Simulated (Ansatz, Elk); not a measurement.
**Bonding as seen by X-rays: Ge2Rh2W**

Structure refinements treat a crystal as free atoms side by side. For a made-up structure of Ge2Rh2W (cell and positions from a PBE relaxation) the runs below show what the calculated density changes in F(hkl).

Main program and level: Elk 11.2.3 (patched build); DFT, PBE, all-electron APW+lo, Dirac cores, scalar-relativistic bands, static density, no spin.

This account leaves out most program logs.

The structure was built from a prototype and need not be the compound's stable phase.

### 1. The structure

Symmetry: I4/mmm, No. 139, tetragonal system. The conventional cell has a = 3.871 Å, b = 3.871 Å, c = 10.535 Å, α = 90.00°, β = 90.00°, γ = 90.00°. Nearest to W lie 8 Ge at 2.99 Å and 8 Rh at 3.27 Å. Rh has 4 Ge at 2.41 Å and 4 Rh at 2.74 Å and 4 W at 3.27 Å nearest. Ge has 1 Ge at 2.38 Å and 4 Rh at 2.41 Å and 4 W at 2.99 Å nearest. Farther neighbours are not listed.

### 2. Ground state and structure factors

An all-electron density is needed, since X-rays see the cores too. Task 0 finds the density and task 195 Fourier-transforms it; tshift is off so that phases refer to the origin typed.

elk.in

```
tasks
  0
  195

xctype
  20

spinpol
  .false.

rgkmax
  7.0

gmaxvr
  14.0

lmaxo
  7

lmaxapw
  8

swidth
  0.002

tshift
  .false.

ramdisk
  .false.

hmaxvr
  5.5

maxscl
  120

epspot
  1e-06

sppath
  './'

avec
  -3.65737665696 3.65737665696 9.95371240403
  3.65737665696 -3.65737665696 9.95371240403
  3.65737665696 3.65737665696 -9.95371240403

atoms
  3
  'W.in'
  1
  0.0000000000 0.0000000000 0.0000000000   0.000000 0.000000 0.000000
  'Rh.in'
  2
  0.2500000000 0.7500000000 0.5000000000   0.000000 0.000000 0.000000
  0.7500000000 0.2500000000 0.5000000000   0.000000 0.000000 0.000000
  'Ge.in'
  2
  0.3869230357 0.3869230357 0.0000000000   0.000000 0.000000 0.000000
  0.6130769643 0.6130769643 0.0000000000   0.000000 0.000000 0.000000

ngridk
  8 8 8
```

On the command line:

```console
> OMP_NUM_THREADS=4 elk
```

It took 60 s on 4 threads of Intel Xeon Platinum 8488C (Sapphire Rapids), shared host; peak memory 0.28 GiB; 3.4 min of CPU time.

SFACRHO.OUT:

```text

h k l indices transformed by vhmat matrix:
   1.000000000       0.000000000       0.000000000    
   0.000000000       1.000000000       0.000000000    
   0.000000000       0.000000000       1.000000000    

      h      k      l  multipl.   |H|            Re(F)            Im(F)           |F|

      0      0      0      1   0.0000000       228.00000      0.39063973E-16   228.00000    
      1      1     -1      2  0.63124039      -5.3673496      0.25868589E-13   5.3673496    
      0      1     -1      8  0.91512458       24.466170      -0.0000000       24.466170    
      0      0      1      4   1.2147731       42.091068     -0.23353587E-13   42.091068    
     -2     -2      2      2   1.2624808       86.499495      0.46193909E-13   86.499495    
      2      1     -1      8   1.2784295       90.385803      -0.0000000       90.385803    
      0      2     -1      8   1.3689917       140.54695     -0.29564102E-13   140.54695    
     -1      1      1      4   1.7179487       170.26409      0.22000034E-13   170.26409    
     -1     -3      2      8   1.7520079      -51.205268     -0.70214742E-13   51.205268    
     -3     -2      2      8   1.7967302       99.496506      -0.0000000       99.496506    
      2      0      0      8   1.8302492      0.31156394      -0.0000000      0.31156394    
     -3     -3      3      2   1.8937212      -25.473278     -0.88692306E-13   25.473278    
     -1      0      2     16   1.9464842       22.243432      -0.0000000       22.243432    
     -1     -3      1      8   2.1319487       72.570207      0.29564102E-13   72.570207    
      0      3     -2     16   2.1414316       76.651560      -0.0000000       76.651560    
      3      3     -2      8   2.2498564       92.671925     -0.36955127E-13   92.671925    
     -4     -3      3      8   2.3704485       41.378837      -0.0000000       41.378837    
      2     -2      0      4   2.4295463       146.83745     -0.19980063E-16   146.83745
```

Elk indexes on the primitive cell of elk.in and gives |H| = 4π sin θ/λ in inverse bohr. Below, one row stands for each form hkl of the conventional cell (m members, Friedel mates merged), F is for one primitive cell and the density is static (no thermal factor). Free-atom factors are Waasmaier and Kirfel's, and R is Σm||F|−|F'||/Σm|F|.

```tsv
hkl	m	sin θ/λ (Å⁻¹)	abs F, DFT	neutral atoms	diff.
002	2	0.095	5.367	5.156	+0.211
101	8	0.138	24.466	24.620	-0.154
110	4	0.183	42.091	41.956	+0.135
004	2	0.190	86.499	87.014	-0.515
103	8	0.192	90.386	90.532	-0.146
112	8	0.206	140.547	141.126	-0.579
200	4	0.258	170.264	171.079	-0.815
114	8	0.264	51.205	51.651	-0.446
105	8	0.270	99.496	100.000	-0.504
202	8	0.275	0.312	0.254	+0.058
006	2	0.285	25.473	25.952	-0.478
211	16	0.293	22.243	22.125	+0.119
204	8	0.321	72.570	72.533	+0.037
213	16	0.322	76.652	76.918	-0.266
116	8	0.338	92.672	92.635	+0.037
107	8	0.356	41.379	41.376	+0.003
220	4	0.365	146.837	146.942	-0.105
215	16	0.374	87.050	87.141	-0.091
222	8	0.378	2.010	1.983	+0.026
008	2	0.380	137.206	137.159	+0.047
206	8	0.385	20.873	20.725	+0.148
301	8	0.390	20.448	20.478	-0.031
```

### 3. The highest occupied states alone

An energy window below the Fermi level keeps the highest occupied states, to see at which angles they scatter; shallow core shells can lie inside it and anion s states outside. No new self-consistency is needed.

Changes to elk.in since step 2:

```diff
@@ -1,3 +1,2 @@
 tasks
-  0
   195
@@ -40,2 +39,5 @@
 
+wsfac
+  -0.057440 0.683550
+
 sppath
```

On the command line:

```console
> OMP_NUM_THREADS=4 elk
```

It took 8.7 s on 4 threads; peak memory 0.16 GiB.

States within 12 eV below the Fermi level hold 31.87 electrons; any levels below the window count with the cores, and a count that is not whole means the window cuts a band. Their amplitudes can exceed the total, where window and core parts have opposite phase:

```tsv
hkl	sin θ/λ (Å⁻¹)	abs F, window	abs F, all
002	0.095	9.625	5.367
101	0.138	0.022	24.466
110	0.183	5.212	42.091
004	0.190	7.133	86.499
103	0.192	1.664	90.386
112	0.206	7.296	140.547
200	0.258	4.185	170.264
114	0.264	3.454	51.205
105	0.270	0.068	99.496
202	0.275	3.196	0.312
```

### 4. Another functional

The difference from free atoms is small, so it is set against the change that LDA (Perdew-Wang) makes.

Changes to elk.in since step 3:

```diff
@@ -1,2 +1,3 @@
 tasks
+  0
   195
@@ -4,3 +5,3 @@
 xctype
-  20
+  3
 
@@ -39,5 +40,2 @@
 
-wsfac
-  -0.057440 0.683550
-
 sppath
```

On the command line:

```console
> OMP_NUM_THREADS=4 elk
```

Wall time 37 s (4 threads); peak memory 0.21 GiB.

Against the first run R = 0.03 %; the largest change is -0.060 at 220.

### 5. Basis size

The basis and the expansions that go with it are enlarged, to see whether the differences are converged.

Changes to elk.in since step 4:

```diff
@@ -5,3 +5,3 @@
 xctype
-  3
+  20
 
@@ -11,12 +11,12 @@
 rgkmax
-  7.0
+  8.5
 
 gmaxvr
-  14.0
+  18.0
 
 lmaxo
-  7
+  9
 
 lmaxapw
-  8
+  10
```

On the command line:

```console
> OMP_NUM_THREADS=4 elk
```

It took 2.2 min on 4 threads; peak memory 0.48 GiB; 7.3 min of CPU time.

Against the first run R = 0.01 %; the largest change is -0.028 at 008.

### 6. Settings against the effect

```tsv
run	R against the first run (%)	R against neutral atoms, low angle (%)	wall time
PBE, rgkmax 7	0.00	0.49	60 s
LDA (Perdew-Wang)	0.03	0.51	37 s
rgkmax 8.5 with larger expansions	0.01	0.49	2.2 min
```

### 7. Summary of results

```
R against neutral atoms, sin θ/λ < 0.3 Å⁻¹ : 0.49 %
R against neutral atoms, 0.3 to 0.83 Å⁻¹   : 0.22 %
```

What this shows: Independent neutral atoms miss the calculated amplitudes by R = 0.49 % below 0.3 Å⁻¹ and 0.22 % from there to 0.83 Å⁻¹; by shells, 0.80 % below 0.15 Å⁻¹ (2 forms), 0.48 % 0.15 to 0.3 (10 forms), 0.20 % 0.3 to 0.45 (17 forms), 0.22 % above 0.45 (112 forms). Bonding, aspherical density and the tables' own atoms all enter these figures, and the runs don't part them. The largest change of an amplitude is -0.81 electrons, at 200. The window's part falls from 31.9 electrons at the origin to at most 0.53 between 0.45 and 0.83 Å⁻¹. Below 0.3 Å⁻¹ the changes that finished (LDA (Perdew-Wang) and rgkmax 8.5 with larger expansions) move F by R = 0.02 % at most, against the 0.49 % that separates it from free atoms. The k-mesh has no finished test. These runs have no spin, though d or f shells may be open. Spin-orbit coupling is left out, which can matter for elements this heavy. Part of the difference isn't bonding: the tables are fits to free atoms and ions calculated by other methods than this functional. Thermal motion, anomalous dispersion and extinction are left out.

[Logs are printed without paths, hosts, clocks, repeated set-up lines and the standing remarks that a program may print on its own settings, such as how far it seeks lower states.]

[Hosts, paths, dates, database ids (printed as entryN), source tags and the programs' standing remarks are cut or masked in the printed files.]
